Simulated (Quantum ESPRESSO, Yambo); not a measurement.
Planning a run of Quantum ESPRESSO 7.5 on MgH2 (P4_2/mnm). The input:

```
&control
  calculation = 'nscf'
  prefix = 'x'
  outdir = 'o'
  pseudo_dir = 'pseudo'
/
&system
  ibrav = 0
  nat = 6
  ntyp = 2
  ecutwfc = 76.0
  nbnd = 112
  force_symmorphic = .true.
/
&electrons
  conv_thr = 1e-9
  electron_maxstep = 80
  diago_full_acc = .true.
  diago_thr_init = 5e-6
/
ATOMIC_SPECIES
  Mg 24.305 Mg.upf
  H 1.008 H.upf
CELL_PARAMETERS angstrom
  4.5168000000 0.0000000000 0.0000000000
  0.0000000000 4.5168000000 0.0000000000
  0.0000000000 0.0000000000 3.0205000000
ATOMIC_POSITIONS crystal
  Mg 0.0000000000 0.0000000000 0.0000000000
  Mg 0.5000000000 0.5000000000 0.5000000000
  H 0.3060000000 0.3060000000 0.0000000000
  H 0.1940000000 0.8060000000 0.5000000000
  H 0.6940000000 0.6940000000 0.0000000000
  H 0.8060000000 0.1940000000 0.5000000000
K_POINTS automatic
  4 4 6 0 0 0
```

```sh
OMP_NUM_THREADS=1 mpirun -n 8 pw.x -nk 4 -in pw.in > pw.out
```

Q: Estimate wall time and host memory on 8 MPI ranks of AMD EPYC 7R43, shared host.

It took 23 s; on shared hardware allow 12 s to 46 s. Peak host memory was 0.61 GiB.

[Paths, hosts, dates, memory and timing lines, banners, echoed tables and standing remarks are left out of the program output.]

[Logs are printed without paths, hosts, clocks, repeated set-up lines and the standing remarks that a program may print on its own settings, such as how far it seeks lower states.]

[Runs of the session that timed out or met a known fault of the program may be left out.]

[Hosts, paths, dates, database ids (printed as entryN), source tags and the programs' standing remarks are cut or masked in the printed files.]
